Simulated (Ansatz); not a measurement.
**Sr2Hf (built on the sites of a database entry of HfBe2): phonons and vibrational spectra**

Aim: the vibrations of Sr2Hf (built on the sites of a database entry of HfBe2), their spectra, and whether the structure is stable.

Method: DFT PBEsol, scalar-relativistic, plane waves, PAW, in Ansatz 0.2.0.

The structure was built from a prototype and need not be the compound's stable phase.

### 1. Starting point

The structure is hexagonal, space group P6/mmm (No. 191). The conventional cell has a = 4.989 Å, b = 4.989 Å, c = 4.184 Å, α = 90.00°, β = 90.00°, γ = 120.00°. Hf has 12 Sr at 3.56 Å nearest. Sr has 3 Sr at 2.88 Å and 6 Hf at 3.56 Å nearest. Farther neighbours are not listed.

### 2. Relaxation, k-mesh 12×12×10

The cell and atoms are relaxed, since residual forces and stress would shift the frequencies.

Contents of input.yaml:

```yaml
crystal:
  lattice:
    - [4.98878, 0.0, 0.0]
    - [-2.49439, 4.32041, 0.0]
    - [0.0, 0.0, 4.18421]
  atoms:
    - { symbol: Hf, position: [0.0, 0.0, 0.0] }
    - { symbol: Sr, position: [0.33333333, 0.66666667, 0.5] }
    - { symbol: Sr, position: [0.66666667, 0.33333333, 0.5] }
kpoints:
  mp_grid: { grid: [12, 12, 10] }
hamiltonian:
  xc: pbesol
scf:
  occupations: { method: gaussian, width: 0.1 }
output:
  forces: true
  stress: true
  eigenvalues: true
  write_density: true
  write_potential: true
  elf: true
  volumetric_format: npy
relax:
  adjacent_minimum: "off"
  f_tol: 0.005
  max_steps: 80
  cell: { stress_tol: 0.05 }
```

The run is started by

```
ansatz run input.yaml --threads 8 --pin off --max-ram 14336MiB --backend cpu --events-out ev --progress --plain --runs-dir out
```

Numbers of over 12 decimals in the logs are rounded to 6 here.

What it wrote:

```text
Engine: ansatz 0.2.0, x86_64-unknown-linux-gnu
Pseudopotentials: kind: paw
Pseudopotential: Hf, paw, valence charge 26, recommended cutoff 420 eV (normal), Hf.paw.azcp
Pseudopotential: Sr, paw, valence charge 10, recommended cutoff 420 eV (normal), Sr.paw.azcp
Functional definition: PBEsol
  exchange = pbesol_x
  correlation = pbesol_c
Crystal: 3 atoms, lattice volume = 90.185 Å³
Basis set: ecut = 420 eV, 1735 PW (Γ), exchange–correlation on 72×72×60 points (8 copies of the dense FFT grid, shifted against one another)
Bands: 28, of which v1, the nominal top of the filled ones, is band 23 counted from 1 (22 counted from 0)
Symmetry: 24 space group operations
Space group: P6/mmm (ITA 191), of the structure as read, at distance tolerance 4.5e-5 Å
k-points: 114 of 1440
Non-local potential: Hf, projectors of the file, l = 0: 3, l = 1: 2, l = 2: 2, l = 3: 3
Non-local potential: Sr, projectors of the file, l = 0: 3, l = 1: 2, l = 2: 2
PAW form: soft (Blöchl's): semilocal exchange-correlation on the pseudo side does not see the compensation charge
PAW frozen core: Hf, regenerated for the run's functional, and the local potential with it (the file was generated under x = pbe(κ = 0.804, μ = 0.219515), c = pbe(β = 0.066725))
PAW frozen core: Sr, regenerated for the run's functional, and the local potential with it (the file was generated under x = pbe(κ = 0.804, μ = 0.219515), c = pbe(β = 0.066725))
PAW one-centre angular grid: Hf, 590 points (default); XC on 64 Gauss nodes
PAW one-centre angular grid: Sr, 110 points (default); XC on 64 Gauss nodes
Initial density: superposition of atomic densities (neutral atoms: chi_scale 0, normalization atom), corrected by the library's trained network
Initial wavefunctions: pseudopotential atomic-orbital guess
Functional: x = pbesol(κ = 0.804, μ = 0.123457), c = pbesol(β = 0.046)
SCF iter   1: F=—  HF=-22578.704102 eV  |F-HF|=—  |Δ(HF+E_count)|=         —  Δρ=5.79e-3  dr2=7.67e-2  ethr=1.77e-3  ⟨swp⟩=6.9  Hψ=15013  notcnv=0
preconditioner: auto → Kerker (q_TF=auto, 2.439 Å⁻¹)  [metal: Δε(μ)=0.010 eV  Ē_g=12.916 eV  σ=0.100 eV  W_gap=0.05  n_scr=20 (ndim 8)  ℏωp=22.8 eV  f_vac=0.000  D(μ)=4.83/eV (n_scr^D=46)]
SCF iter   2: F=—  HF=-22578.694320 eV  |F-HF|=—  |Δ(HF+E_count)|=   9.78e-3  Δρ=2.60e-3  dr2=1.31e-2  ethr=1.67e-4  ⟨swp⟩=1.3  Hψ=4154  notcnv=0  defer=2
SCF iter   3: F=—  HF=-22578.692034 eV  |F-HF|=—  |Δ(HF+E_count)|=   2.29e-3  Δρ=9.34e-4  dr2=1.82e-3  ethr=2.84e-5  ⟨swp⟩=2.0  Hψ=4428  notcnv=0  defer=2
SCF iter   4: F=—  HF=-22578.691316 eV  |F-HF|=—  |Δ(HF+E_count)|=   7.18e-4  Δρ=5.80e-4  dr2=5.79e-4  ethr=3.97e-6  ⟨swp⟩=2.0  Hψ=5813  notcnv=0  defer=2
SCF iter   5: F=—  HF=-22578.691198 eV  |F-HF|=—  |Δ(HF+E_count)|=   1.18e-4  Δρ=1.53e-4  dr2=3.19e-5  ethr=1.26e-6  ⟨swp⟩=2.0  Hψ=3580  notcnv=0  defer=2
SCF iter   6: F=—  HF=-22578.691181 eV  |F-HF|=—  |Δ(HF+E_count)|=   1.74e-5  Δρ=3.59e-5  dr2=1.37e-6  ethr=6.93e-8  ⟨swp⟩=2.0  Hψ=5782  notcnv=0  defer=2
SCF iter   7: F=—  HF=-22578.691180 eV  |F-HF|=—  |Δ(HF+E_count)|=   9.65e-7  Δρ=9.08e-6  dr2=1.03e-7  ethr=2.98e-9  ⟨swp⟩=2.0  Hψ=5838  notcnv=0  defer=2
SCF iter   8: F=-22578.691180 eV  HF=-22578.691180 eV  |F-HF|=1.39e-8  |Δ(HF+E_count)|=   8.13e-9  Δρ=2.78e-6  dr2=1.17e-8  ethr=2.17e-10  ⟨swp⟩=12.0  Hψ=24414  notcnv=0
SCF 1 converged in 8 iterations: F = -22578.691180 eV  dr2 = 1.17e-8
  greatest PAW one-centre occupation: 0.998 electrons in one spin orbital (limit 2), on the Hf atom at site 0 (counted from 0), in its partial waves of l = 3
relax step   1: F+E_penalty+E_count = -22578.69117994 eV  Δ(F+E_penalty+E_count) = +0.000e0 eV  max|allowed force component| = 9.252e-17 eV/Å  Δτ_max = 0.0000 Å  P = +4.624 GPa  Ω = 90.185 Å³  (8 SCF iters, dr2 threshold 1.00e-7 eV, accepted)
Crystal: 3 atoms, lattice volume = 94.301 Å³
Basis set: ecut = 420 eV, 1831 PW (Γ), exchange–correlation on 72×72×60 points (8 copies of the dense FFT grid, shifted against one another)
Initial density: handed on by an earlier stage of this run
Initial wavefunctions: those handed on with the density
iter 1 solved again at ethr=1.14e-4 eV; its pass at ethr=3.10e-3 eV (dr2=5.25e-2 eV) is discarded
SCF iter   1: F=—  HF=-22579.414228 eV  |F-HF|=—  |Δ(HF+E_count)|=         —  Δρ=4.78e-3  dr2=5.39e-2  ethr=1.14e-4  ⟨swp⟩=2.1  Hψ=22227  notcnv=0
preconditioner: auto → Kerker (q_TF=auto, 2.421 Å⁻¹)  [metal: Δε(μ)=0.001 eV  Ē_g=12.901 eV  σ=0.100 eV  W_gap=0.01  n_scr=26 (ndim 8)  ℏωp=22.3 eV  f_vac=0.000  D(μ)=5.28/eV (n_scr^D=46)]
SCF iter   2: F=—  HF=-22579.405639 eV  |F-HF|=—  |Δ(HF+E_count)|=   8.59e-3  Δρ=2.51e-3  dr2=1.06e-2  ethr=1.14e-4  ⟨swp⟩=2.1  Hψ=3854  notcnv=0
SCF iter   3: F=—  HF=-22579.403880 eV  |F-HF|=—  |Δ(HF+E_count)|=   1.76e-3  Δρ=9.20e-4  dr2=1.46e-3  ethr=2.31e-5  ⟨swp⟩=2.0  Hψ=5191  notcnv=0
SCF iter   4: F=—  HF=-22579.403272 eV  |F-HF|=—  |Δ(HF+E_count)|=   6.08e-4  Δρ=5.60e-4  dr2=3.71e-4  ethr=3.18e-6  ⟨swp⟩=2.0  Hψ=5867  notcnv=0
SCF iter   5: F=—  HF=-22579.403222 eV  |F-HF|=—  |Δ(HF+E_count)|=   5.10e-5  Δρ=1.43e-4  dr2=3.02e-5  ethr=8.06e-7  ⟨swp⟩=2.0  Hψ=4642  notcnv=0
SCF iter   6: F=—  HF=-22579.403205 eV  |F-HF|=—  |Δ(HF+E_count)|=   1.62e-5  Δρ=4.45e-5  dr2=2.13e-6  ethr=6.57e-8  ⟨swp⟩=2.0  Hψ=5844  notcnv=0
SCF iter   7: F=-22579.403205 eV  HF=-22579.403205 eV  |F-HF|=3.71e-10  |Δ(HF+E_count)|=   2.98e-7  Δρ=7.72e-6  dr2=7.04e-8  ethr=6.52e-10  ⟨swp⟩=16.2  Hψ=39713  notcnv=0
SCF 2 converged in 7 iterations: F = -22579.403205 eV  dr2 = 7.04e-8
relax step   2: F+E_penalty+E_count = -22579.40320504 eV  Δ(F+E_penalty+E_count) = -7.120e-1 eV  max|allowed force component| = 1.974e-16 eV/Å  Δτ_max = 0.0000 Å  P = +2.612 GPa  Ω = 94.301 Å³  energy of the carried Pulay correction = -2.623e-4 eV  (7 SCF iters, dr2 threshold 3.00e-7 eV, accepted)
Crystal: 3 atoms, lattice volume = 95.752 Å³
iter 1 solved again at ethr=2.79e-5 eV; its pass at ethr=3.10e-3 eV (dr2=1.28e-2 eV) is discarded
SCF iter   1: F=—  HF=-22579.851101 eV  |F-HF|=—  |Δ(HF+E_count)|=         —  Δρ=2.79e-3  dr2=1.35e-2  ethr=2.79e-5  ⟨swp⟩=2.8  Hψ=24604  notcnv=0
preconditioner: auto → Kerker (q_TF=auto, 2.414 Å⁻¹)  [metal: Δε(μ)=0.009 eV  Ē_g=12.879 eV  σ=0.100 eV  W_gap=0.05  n_scr=26 (ndim 8)  ℏωp=22.1 eV  f_vac=0.000  D(μ)=5.25/eV (n_scr^D=44)]
SCF iter   2: F=—  HF=-22579.849428 eV  |F-HF|=—  |Δ(HF+E_count)|=   1.67e-3  Δρ=1.63e-3  dr2=3.47e-3  ethr=2.79e-5  ⟨swp⟩=2.0  Hψ=3494  notcnv=0
SCF iter   3: F=—  HF=-22579.849347 eV  |F-HF|=—  |Δ(HF+E_count)|=   8.09e-5  Δρ=5.23e-4  dr2=4.11e-4  ethr=7.54e-6  ⟨swp⟩=2.1  Hψ=4665  notcnv=0
SCF iter   4: F=—  HF=-22579.848999 eV  |F-HF|=—  |Δ(HF+E_count)|=   3.49e-4  Δρ=3.33e-4  dr2=1.16e-4  ethr=8.94e-7  ⟨swp⟩=2.5  Hψ=6816  notcnv=0
SCF iter   5: F=—  HF=-22579.848983 eV  |F-HF|=—  |Δ(HF+E_count)|=   1.56e-5  Δρ=7.84e-5  dr2=1.24e-5  ethr=2.52e-7  ⟨swp⟩=2.1  Hψ=4833  notcnv=0
SCF iter   6: F=—  HF=-22579.848983 eV  |F-HF|=—  |Δ(HF+E_count)|=   4.00e-7  Δρ=2.95e-5  dr2=9.28e-7  ethr=2.70e-8  ⟨swp⟩=2.0  Hψ=5639  notcnv=0
SCF iter   7: F=-22579.848983 eV  HF=-22579.848983 eV  |F-HF|=9.19e-9  |Δ(HF+E_count)|=   5.29e-8  Δρ=5.88e-6  dr2=4.32e-8  ethr=6.52e-10  ⟨swp⟩=16.0  Hψ=36097  notcnv=0
SCF 3 converged in 7 iterations: F = -22579.848983 eV  dr2 = 4.32e-8
  Residual-converged pass: ⟨swp⟩=1.0  Hψ=3653  notcnv=0  max |occ|·‖R‖ = 7.0e-9 eV (tolerance 1.0e-8 eV)  dr2=4.32e-8  dr2_onsite=1.37e-8  max |Δocc| = 1.1e-10
relax step   3: F+E_penalty+E_count = -22579.84898346 eV  Δ(F+E_penalty+E_count) = -4.458e-1 eV  max|allowed force component| = 3.084e-16 eV/Å  Δτ_max = 0.0000 Å  P = +1.874 GPa  Ω = 95.752 Å³  energy of the carried Pulay correction = -3.542e-4 eV  (7 SCF iters, dr2 threshold 3.00e-7 eV, accepted)
[... from here on, the SCF cycles and remarks between the steps are left out ...]
relax step   4: F+E_penalty+E_count = -22580.13385941 eV  Δ(F+E_penalty+E_count) = -2.849e-1 eV  max|allowed force component| = 1.234e-16 eV/Å  Δτ_max = 0.0000 Å  P = +1.236 GPa  Ω = 96.761 Å³  energy of the carried Pulay correction = -4.182e-4 eV  (7 SCF iters, dr2 threshold 3.00e-7 eV, accepted)
relax step   5: F+E_penalty+E_count = -22580.26510037 eV  Δ(F+E_penalty+E_count) = -1.312e-1 eV  max|allowed force component| = 1.234e-16 eV/Å  Δτ_max = 0.0000 Å  P = +0.404 GPa  Ω = 97.818 Å³  energy of the carried Pulay correction = -4.845e-4 eV  (7 SCF iters, dr2 threshold 3.00e-7 eV, accepted)
relax step   6: F+E_penalty+E_count = -22580.27161304 eV  Δ(F+E_penalty+E_count) = -6.513e-3 eV  max|allowed force component| = 1.480e-16 eV/Å  Δτ_max = 0.0000 Å  P = +0.068 GPa  Ω = 98.503 Å³  energy of the carried Pulay correction = -5.258e-4 eV  (6 SCF iters, dr2 threshold 3.00e-7 eV, accepted)
relax step   7: F+E_penalty+E_count = -22580.27170055 eV  Δ(F+E_penalty+E_count) = -8.751e-5 eV  max|allowed force component| = 1.110e-16 eV/Å  Δτ_max = 0.0000 Å  P = -0.008 GPa  Ω = 98.702 Å³  energy of the carried Pulay correction = -5.375e-4 eV  (6 SCF iters, dr2 threshold 2.91e-8 eV, accepted)
relax step   8: F+E_penalty+E_count = -22580.28422614 eV  Δ(F+E_penalty+E_count) = -1.253e-2 eV  max|allowed force component| = 1.974e-16 eV/Å  Δτ_max = 0.0000 Å  P = +0.238 GPa  Ω = 98.702 Å³  stress off target by 3.55e-1 GPa  SCF on the basis re-selected at this cell (its energy is not comparable with the rows above)  (8 SCF iters)
relax step   9: F+E_penalty+E_count = -22580.28535121 eV  Δ(F+E_penalty+E_count) = -1.125e-3 eV  max|allowed force component| = 1.480e-16 eV/Å  Δτ_max = 0.0000 Å  P = +0.039 GPa  Ω = 99.325 Å³  energy of the carried Pulay correction = -3.057e-5 eV  (6 SCF iters, dr2 threshold 3.00e-7 eV, accepted)
relax step  10: F+E_penalty+E_count = -22580.28537436 eV  Δ(F+E_penalty+E_count) = -2.314e-5 eV  max|allowed force component| = 1.480e-16 eV/Å  Δτ_max = 0.0000 Å  P = +0.001 GPa  Ω = 99.449 Å³  energy of the carried Pulay correction = -3.691e-5 eV  (6 SCF iters, dr2 threshold 8.01e-9 eV, accepted)
iter 1 solved again at ethr=4.61e-7 eV; its pass at ethr=3.10e-3 eV (dr2=2.12e-4 eV) is discarded
SCF iter   1: F=—  HF=-22580.285411 eV  |F-HF|=—  |Δ(HF+E_count)|=         —  Δρ=5.19e-6  dr2=9.12e-9  ethr=4.61e-7  ⟨swp⟩=3.4  Hψ=24468  notcnv=0
eigensolver tolerance schedule: the retry pair's looser diagonalisation over-reported the residual by 23271.09 of it (diagonalisation noise at an unbounded share of the residual, at the tolerance the schedule requests for it); recorded, not acted on — ethr = c·dr2/N_el stays at c = 1.0e-1
preconditioner: auto → Kerker (q_TF=auto, 2.399 Å⁻¹)  [metal: Δε(μ)=0.003 eV  Ē_g=12.860 eV  σ=0.100 eV  W_gap=0.01  n_scr=26 (ndim 8)  ℏωp=21.7 eV  f_vac=0.000  D(μ)=7.80/eV (n_scr^D=74)]
SCF iter   2: F=—  HF=-22580.285410 eV  |F-HF|=—  |Δ(HF+E_count)|=   6.73e-7  Δρ=3.46e-6  dr2=5.43e-9  ethr=1.98e-11  ⟨swp⟩=4.0  Hψ=9311  notcnv=0
SCF iter   3: F=—  HF=-22580.285410 eV  |F-HF|=—  |Δ(HF+E_count)|=    0.00e0  Δρ=1.70e-6  dr2=9.05e-10  ethr=1.18e-11  ⟨swp⟩=2.0  Hψ=5499  notcnv=0
SCF iter   4: F=—  HF=-22580.285410 eV  |F-HF|=—  |Δ(HF+E_count)|=  1.06e-10  Δρ=4.88e-7  dr2=1.32e-10  ethr=1.97e-12  ⟨swp⟩=2.1  Hψ=4128  notcnv=0
SCF iter   5: F=-22580.285410 eV  HF=-22580.285410 eV  |F-HF|=7.28e-12  |Δ(HF+E_count)|=  1.09e-11  Δρ=1.19e-7  dr2=2.09e-11  ethr=1.00e-12  ⟨swp⟩=5.9  Hψ=19425  notcnv=0
SCF 11 converged in 5 iterations: F = -22580.285410 eV  dr2 = 2.09e-11
relax step  11: F+E_penalty+E_count = -22580.28541034 eV  Δ(F+E_penalty+E_count) = -3.599e-5 eV  max|allowed force component| = 1.480e-16 eV/Å  Δτ_max = 0.0000 Å  P = +0.001 GPa  Ω = 99.449 Å³  stress off target by 3.42e-3 GPa  SCF on the basis re-selected at this cell (its energy is not comparable with the rows above)  (5 SCF iters)
basis re-selected at this cell: Δ(F+E_penalty+E_count) = -3.599e-5 eV, ΔP = -0.000 GPa vs the last step (what re-selecting the basis moved, of the pressure what is left beyond the Pulay correction that the steps carried, after the strain that the cell walked since its last selection, with what the two solves' SCF thresholds leave and, on support functions, any second-order correction that the steps lacked; it is no m [...]
SCF converged after 5 iterations
Free energy (F): -22580.285410 eV
Harris-Foulkes:  -22580.285410 eV  (|F-HF|=7.28e-12)
Internal energy: -22580.246434 eV  (E = F + TS)
E sigma→0 (E₀):  -22580.265922 eV
Entropy (-TS):   -0.038977 eV (-12.992 meV/atom)
Fermi energy:    10.187760 eV
--- Per-component energies (eV) ---
  E_band       = -381.056978
  E_kinetic    = 911.718712
  E_local      = -8535.863278  (includes V_loc(G=0)·N_el)
  E_nonlocal   = -831.886282
  E_hartree    = 3660.462068
  E_xc         = -638.011098
  E_vxc        = -585.054435  (∫ρ·V_xc dr)
  E_paw        = -12094.850290  (= ΣΔE_a)
  E_vpaw       = 1339.103910  (= ΣTr[D̂ρ^β])
  E_aug_tail   = -0.000004  (compensation charges beyond the density's cutoff)
  E_ewald      = -5053.336048
  E_core_change = 1.519786  (= ΣΔE_core)
  E_smearing   = -0.038977  (= −TS)
  E_closure    = -0.000000  (closes the sum)
  Σ components = -22580.285410   (vs F -22580.285410, Δ=0.00e0)
--- Forces (eV/Å), atoms counted from 1 ---
  atom   1  Hf     0.00000000     0.00000000     0.00000000
  atom   2  Sr     0.00000000    -0.00000000     0.00000000
  atom   3  Sr     0.00000000     0.00000000    -0.00000000
  max |Σ_I F_I| component: 1.30e-16 eV/Å
--- Stress (GPa, compression-positive) ---
        0.002753       0.000000      -0.000000
       -0.000000       0.002753      -0.000000
       -0.000000      -0.000000      -0.003420
  P = ⅓ Tr σ = 0.0007 GPa (0.007 kbar)
--- Band table (eV; the first three rows and the last of 114) ---
  k-point 0: bands = [... 19 lower, 5.2996, 8.9804, 10.2922, 10.2922, 10.2974, 10.2974, 11.4384, 11.9117, ... 1 higher]
  k-point 1: bands = [... 19 lower, 5.5059, 9.2429, 10.2175, 10.2175, 10.2335, 10.2335, 11.8308, 12.1661, ... 1 higher]
  k-point 2: bands = [... 19 lower, 6.0860, 9.9115, 10.0134, 10.0134, 10.0369, 10.0369, 12.6881, 12.6881, ... 1 higher]
  k-point 113: bands = [... 19 lower, 8.2393, 9.4716, 9.4716, 10.3427, 10.3427, 10.5239, 11.3752, 11.3752, ... 1 higher]
--- Relaxed structure (9 steps of the walk, 9 accepted, 2 SCFs on fresh bases) ---
  F+E_penalty+E_count = -22580.28541034 eV   max|allowed force component| = 1.480e-16 eV/Å   (the final SCF, on the basis selected at the relaxed cell)
  cell:  # Å, volume = 99.4491 Å³
    - [5.886350, 0, 0.0]
    - [-2.943175, 5.097728, 0.0]
    - [0.0, 0.0, 3.314197]
  atoms:
    - { symbol: Hf, position: [0, 0, 0.0] }
    - { symbol: Sr, position: [0.333333, 0.666667, 0.500000] }
    - { symbol: Sr, position: [0.666667, 0.333333, 0.500000] }
```

It took 20 s on 8 threads of Intel Xeon Platinum 8488C (Sapphire Rapids), shared host; peak memory 0.72 GiB.

The steps of the relaxation:

```
step  energy less that of the first step (eV)  largest force component (eV/Å)  pressure (GPa)  volume (Å³)
   1                                   0.0000                          0.0000            4.62        90.18
   2                                  -0.7120                          0.0000            2.61        94.30
   3                                  -1.1578                          0.0000            1.87        95.75
   4                                  -1.4427                          0.0000            1.24        96.76
   5                                  -1.5739                          0.0000            0.40        97.82
   6                                  -1.5804                          0.0000            0.07        98.50
   7                                  -1.5805                          0.0000           -0.01        98.70
  8*                                  -1.5930                          0.0000            0.24        98.70
   9                                  -1.5942                          0.0000            0.04        99.33
  10                                  -1.5942                          0.0000            0.00        99.45
 11*                                  -1.5942                          0.0000            0.00        99.45
```

Relaxation steps marked * repeat the geometry before them on a plane-wave basis chosen anew for their cell, so energy and pressure can jump there.

The run keeps the 24 symmetry operations that it works with, so distortions that break them were not tested.

| cell as run | before | after | change |
| --- | --- | --- | --- |
| a (Å) | 4.989 | 5.886 | +18.0 % |
| b (Å) | 4.989 | 5.886 | +18.0 % |
| c (Å) | 4.184 | 3.314 | -20.8 % |
| volume (Å³/atom) | 30.06 | 33.15 | +10.3 % |

The relaxed structure:

```
Hf Sr
1.0
     5.88635    0.00000    0.00000
    -2.94317    5.09773    0.00000
     0.00000    0.00000    3.31420
Hf Sr
1 2
Direct
  0.00000 0.00000 0.00000
  0.33333 0.66667 0.50000
  0.66667 0.33333 0.50000
```

Numbers from this step:

```yaml
pressure: 6.96e-4 GPa
volume_per_atom: 33.15 Å³
gap_on_the_k_mesh: 0 eV
```

ELF in the ab plane at fractional z = 0.500, with atoms of Sr within 0.2 Å of it. It is the smooth field of the valence electrons, not physical close to the nuclei.

Ten even steps from '_' (0.04) to '@' (0.84), each cell a mean:
```
::==****==..________..==**++--::
==++++--....--==::__..==**++==--
****--..--##@@@@**....==****++++
**--..--%%@@%%@@%%....==********
--..::%%%%--==@@##....==========
..__++@@**..##@@==__............
__..##@@%%%%@@**______......____
__..**@@@@@@++______==##%%**::__
____::====::______**@@@@@@@@==__
________________++@@##==%%@@--__
----::::--::__::@@%%..--@@##....
++++++++++--__==@@%%**%%%%--..==
********++::__==@@@@@@%%--..--**
++==++**++::__::**##++::..--++**
----==**++--____....__..--**++==
::--++**++--________..--****==::
```
Columns run along a (5.9 Å), rows up along b (5.9 Å). Atoms in or near the plane, at fractional coordinates: Sr at (0.33, 0.67), Sr at (0.67, 0.33).

Electrostatic potential energy in the ab plane at fractional z = 0.500, with atoms of Sr within 0.2 Å of it. With pseudopotentials it is smooth inside the atoms' cores, unlike the true potential.

Ten even steps from '0' (-117 eV) to '9' (13 eV), each cell a mean:
```
9999999999999999
9999999999999999
9999987789999999
9999742589999999
9997300489999999
9985001699999999
9985226899999999
9987778999988899
9999999998645799
9999999986102799
9999999972004899
9999999972037999
9999999975579999
9999999988899999
9999999999999999
9999999999999999
```
Columns run along a (5.9 Å; values clipped at the 3rd and 97th percentile), rows up along b (5.9 Å). Atoms in or near the plane, at fractional coordinates: Sr at (0.33, 0.67), Sr at (0.67, 0.33).

Valence density in the ab plane at fractional z = 0.500, with atoms of Sr within 0.2 Å of it. It is the smooth field of the valence electrons, not physical close to the nuclei.

Ten even steps from '_' (0.1 e/Å³) to '@' (2.5 e/Å³), each cell a mean:
```
________________________________
______________..________________
__________::====..______________
______..==%%@@##::______________
______--%%%%@@%%::______________
____..**@@##@@++________________
____::##@@@@**..________________
____..==++--..________::::..____
______....________..++%%##==..__
________________..**@@@@@@==____
________________--@@##%%%%::____
______________..++@@@@%%==______
______________..==##**--..______
________________..::..__________
________________________________
________________________________
```
Columns run along a (5.9 Å), rows up along b (5.9 Å). Atoms in or near the plane, at fractional coordinates: Sr at (0.33, 0.67), Sr at (0.67, 0.33).

In this step the volume went from 30.06 to 33.15 Å³/atom.

(Continued in part 2 of 3.)

[Logs are printed without paths, hosts, clocks, repeated set-up lines and the standing remarks that a program may print on its own settings, such as how far it seeks lower states.]

[Hosts, paths, dates, database ids (printed as entryN), source tags and the programs' standing remarks are cut or masked in the printed files.]
